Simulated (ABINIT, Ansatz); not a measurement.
# Lithium (Im-3m): from the cell to the phonon bands, part 3 of 4

How does Lithium (Im-3m) vibrate, and is this structure a minimum?

ABINIT 10.8.3; DFT LDA, scalar-relativistic, plane waves, PseudoDojo norm-conserving pseudopotentials.

So far, highest frequency (cm⁻¹): step 7 (dispersion) 343. Also lowest frequency on the path (cm⁻¹): step 7 -16.2.

**8. Sums over the zone**

Sums over the zone need many more wavevectors than were solved, so the interpolation is sampled on a dense mesh.

Contents of anaddb.abi:

```
ddb_filepath "all_DDB"
output_file "anaddb.abo"
outdata_prefix "anaddb"
ifcflag 1
ngqpt 4 4 4
nqshft 1
q1shft 0.0 0.0 0.0
asr 1
chneut 0
dipdip 0
dipquad 0
quadquad 0
prtdos 2
ng2qpt 19 19 19
dosdeltae 4.5563e-06
ntemper 11
temperinc 100.0
tempermin 0.0
```

Command:

```
$ OMP_NUM_THREADS=1 anaddb anaddb.abi > anaddb.log
```

Numbers of over 12 decimals in the logs are rounded to 6 here.

anaddb.abo, the main output file:

```text
[banners, grids, parts of the stress and lines that vanish by symmetry left out]
-outvars_anaddb: echo values of input variables ----------------------

 Flags :
     ifcflag         1
 Miscellaneous information :
         asr         1
      chneut         0
 Interatomic Force Constants Inputs :
      dipdip         0
     dipquad         0
    quadquad         0
      ifcana         0
      ifcout         0
 Description of grid 1 :
        brav         1
       ngqpt         4         4         4
      nqshft         1
      q1shft
                     0.00000000E+00  0.00000000E+00  0.00000000E+00
 Phonon DOS information :
   dosdeltae  4.55630000E-06
    dossmear  4.55633525E-06
 Description of grid 2 (Fourier interp. or BZ sampling):
      ng2qpt        19        19        19
      ngrids         4
      q2shft         0.00000000E+00  0.00000000E+00  0.00000000E+00

================================================================================

 read the DDB information and perform some checks

  ==== Info on the Cryst% object ====
 Real(R)+Recip(G) space primitive vectors, cartesian coordinates (Bohr,Bohr^-1):
 R(1)=  3.1799591  3.1799591  3.1799591  G(1)=  0.1572347  0.0000000  0.1572347
 R(2)= -3.1799591  3.1799591  3.1799591  G(2)= -0.1572347  0.1572347  0.0000000
 R(3)= -3.1799591 -3.1799591  3.1799591  G(3)=  0.0000000 -0.1572347  0.1572347
 Unit cell volume ucvol=  1.2862477E+02 bohr^3
 Angles (23,13,12)=  7.05287794E+01  1.09471221E+02  7.05287794E+01 degrees
 Time-reversal symmetry is present
 Reduced atomic positions [iatom, xred, symbol]:
    1)    0.0000000  0.0000000  0.0000000  Li

 DDB file with 8 blocks has been read.

================================================================================

 Calculation of the interatomic forces

       Homogeneous q point set in the B.Z.
 Grid q points  :       64
  1)   0.00000000E+00  0.00000000E+00  0.00000000E+00
  2)   2.50000000E-01  0.00000000E+00  0.00000000E+00
  3)   5.00000000E-01  0.00000000E+00  0.00000000E+00
  4)  -2.50000000E-01  0.00000000E+00  0.00000000E+00
  5)   0.00000000E+00  2.50000000E-01  0.00000000E+00
  6)   2.50000000E-01  2.50000000E-01  0.00000000E+00
  7)   5.00000000E-01  2.50000000E-01  0.00000000E+00
  8)  -2.50000000E-01  2.50000000E-01  0.00000000E+00
  9)   0.00000000E+00  5.00000000E-01  0.00000000E+00
 10)   2.50000000E-01  5.00000000E-01  0.00000000E+00
 11)   5.00000000E-01  5.00000000E-01  0.00000000E+00
 12)  -2.50000000E-01  5.00000000E-01  0.00000000E+00
 13)   0.00000000E+00 -2.50000000E-01  0.00000000E+00
 14)   2.50000000E-01 -2.50000000E-01  0.00000000E+00
[...]
58)   2.50000000E-01  5.00000000E-01 -2.50000000E-01
 59)   5.00000000E-01  5.00000000E-01 -2.50000000E-01
 60)  -2.50000000E-01  5.00000000E-01 -2.50000000E-01
 61)   0.00000000E+00 -2.50000000E-01 -2.50000000E-01
 62)   2.50000000E-01 -2.50000000E-01 -2.50000000E-01
 63)   5.00000000E-01 -2.50000000E-01 -2.50000000E-01
 64)  -2.50000000E-01 -2.50000000E-01 -2.50000000E-01

 The interatomic forces have been obtained

================================================================================

 Calculation of phonon density of states

 Average speed of sound partial sums:     0.1882663329E-02 (at units)
-                                   =           4.1187 [km/s]

 Debye frequency from partial sums:     0.1453722325E-02 (Ha)
-                                 =     0.9565033407E+01 (THz)
-Debye temperature from partial sums:     0.4590492032E+03 (K)

 Average speed of sound:     0.1846325440E-03 (at units)
-                      =           0.4039 [km/s]

 Debye frequency from DOS:     0.1425663563E-03 (Ha)
-                        =     0.9380415624E+00 (THz)
-Debye temperature from DOS:     0.4501889471E+02 (K)

-
```

It took 0.62 s on 1 thread of Arm Neoverse V2, shared host.

Numbers from this step:

* share of modes beyond 3i cm⁻¹ on the dense interpolated mesh: 4.00e-4

Tetrahedra. The phonon density of states by wavenumber; read off at these points:

```csv
wavenumber (cm⁻¹),phonon density of states (1/cm⁻¹/cell)
-20.0,0
-10.0,7.0e-5
0.0,1.8e-4
10.0,2.8e-4
20.0,4.2e-4
30.0,9.2e-4
40.0,0.00135
50.0,0.00192
60.0,0.0028
70.0,0.00472
80.0,0.00517
90.0,0.00589
100.0,0.00687
110.0,0.0076
120.0,0.0091
130.0,0.0101
138.0,0.0114
140.0,0.0110
150.0,0.00928
160.0,0.00827
170.0,0.00799
180.0,0.00827
190.0,0.00894
200.0,0.0102
210.0,0.0103
220.0,0.0105
230.0,0.0103
240.0,0.0105
250.0,0.0107
260.0,0.0109
270.0,0.0115
280.0,0.0115
290.0,0.0117
300.0,0.0137
310.0,0.0191
320.0,0.0331
322.0,0.0340
330.0,0.0167
340.0,0.00115
350.0,0
```

**9. Ground state, volume × 0.98**

First-order wavefunctions inherit every error of the ground state, hence the very tight tolvrs. Occupations are smeared.

Contents of gs.abi:

```
# ground state
tolvrs 1.0d-16
prtden 1
prtwf 1

# basis, mesh and filling
ecut 33.0
ngkpt 16 16 16
nshiftk 1
shiftk 0.0 0.0 0.0
istwfk *1
occopt 7
tsmear 0.01
nband 6
nstep 100
diemac 1000000.0
prtebands 0
prtgsr 0
useylm 1

# cell and atoms
acell 3*1.0 Angstrom
rprim 
    1.671467845 1.671467845 1.671467845
    -1.671467845 1.671467845 1.671467845
    -1.671467845 -1.671467845 1.671467845
ntypat 1
znucl 3
natom 1
typat 1
xred 
    0.0 0.0 0.0
pp_dirpath "./pseudo"
pseudos "Li.upf"
```

Command:

```
$ OMP_NUM_THREADS=1 mpirun -n 4 abinit gs.abi > gs.log
```

gs.abo, the main output file:

```text
[banners, grids, parts of the stress and lines that vanish by symmetry left out]
- input  file    -> gs.abi
- output file    -> gs.abo
- root for input  files -> gsi
[...]
Symmetries : space group Im -3 m (#229); Bravais cI (body-center cubic)
[...]
mpw =        1165          nfft =       27000          nkpt =         145
[...]
== DATASET  1 ==================================================================
[...]
cutoff_energies: {ecut:  33.0, pawecutdg:  -1.0, }
[...]
ETOT  1  -7.114559    -7.115E+00 2.340E-02 1.171E-01
 ETOT  2  -7.116217    -1.658E-03 4.627E-03 4.518E-04
 ETOT  3  -7.116217    -1.029E-07 9.566E-04 4.522E-05
 ETOT  4  -7.116217    -2.366E-09 4.578E-04 8.542E-07
 ETOT  5  -7.116217    -2.761E-11 5.398E-04 8.902E-09
 ETOT  6  -7.116217    -4.299E-13 2.797E-04 1.013E-10
 ETOT  7  -7.116217    -2.842E-14 3.555E-04 4.671E-13
 ETOT  8  -7.116217     2.824E-13 8.185E-05 2.557E-16
 ETOT  9  -7.116217     8.171E-14 8.815E-05 7.009E-19
 At SCF step    9       vres2   =  7.01E-19 < tolvrs=  1.00E-16 =>converged.
[...]
sigma(1 1)=  9.49674350E-07  sigma(3 2)=  0.00000000E+00
  sigma(2 2)=  9.49674350E-07  sigma(3 1)=  0.00000000E+00
  sigma(3 3)=  9.49674350E-07  sigma(2 1)=  0.00000000E+00
[...]
convergence: {deltae:  8.171E-14, res2:  7.009E-19, residm:  8.815E-05, diffor: null, }
etotal    :  -7.11621728E+00
[...]
sigma(1 1)=  9.49674350E-07  sigma(3 2)=  0.00000000E+00
  sigma(2 2)=  9.49674350E-07  sigma(3 1)=  0.00000000E+00
  sigma(3 3)=  9.49674350E-07  sigma(2 1)=  0.00000000E+00
[...]
- sigma(1 1)=  2.79403840E-02  sigma(3 2)=  0.00000000E+00
- sigma(2 2)=  2.79403840E-02  sigma(3 1)=  0.00000000E+00
- sigma(3 3)=  2.79403840E-02  sigma(2 1)=  0.00000000E+00
[...]
fcart     -0.0000000000E+00 -0.0000000000E+00 -0.0000000000E+00
           strten      9.4967434987E-07  9.4967434987E-07  9.4967434987E-07
================================================================================

[key lines of the parts left out:]
pressure_GPa:  -2.7940E-02
```

Elapsed: 6.1 s, on 4 MPI ranks; 24 s of CPU time.

Read from the output:

```yaml
volume_per_atom: 18.68 Å³
pressure: -0.02794 GPa
```

The printed pressure carries the offset of the base run, -0.33 GPa; against it the change of volume adds +0.31 GPa.

(Part 3 of 4 ends here.)

[Host names and launcher messages were left out of these logs when they were recorded.]

[Logs are printed without paths, hosts, clocks, repeated set-up lines and the standing remarks that a program may print on its own settings, such as how far it seeks lower states.]

[Hosts, paths, dates, database ids (printed as entryN), source tags and the programs' standing remarks are cut or masked in the printed files.]
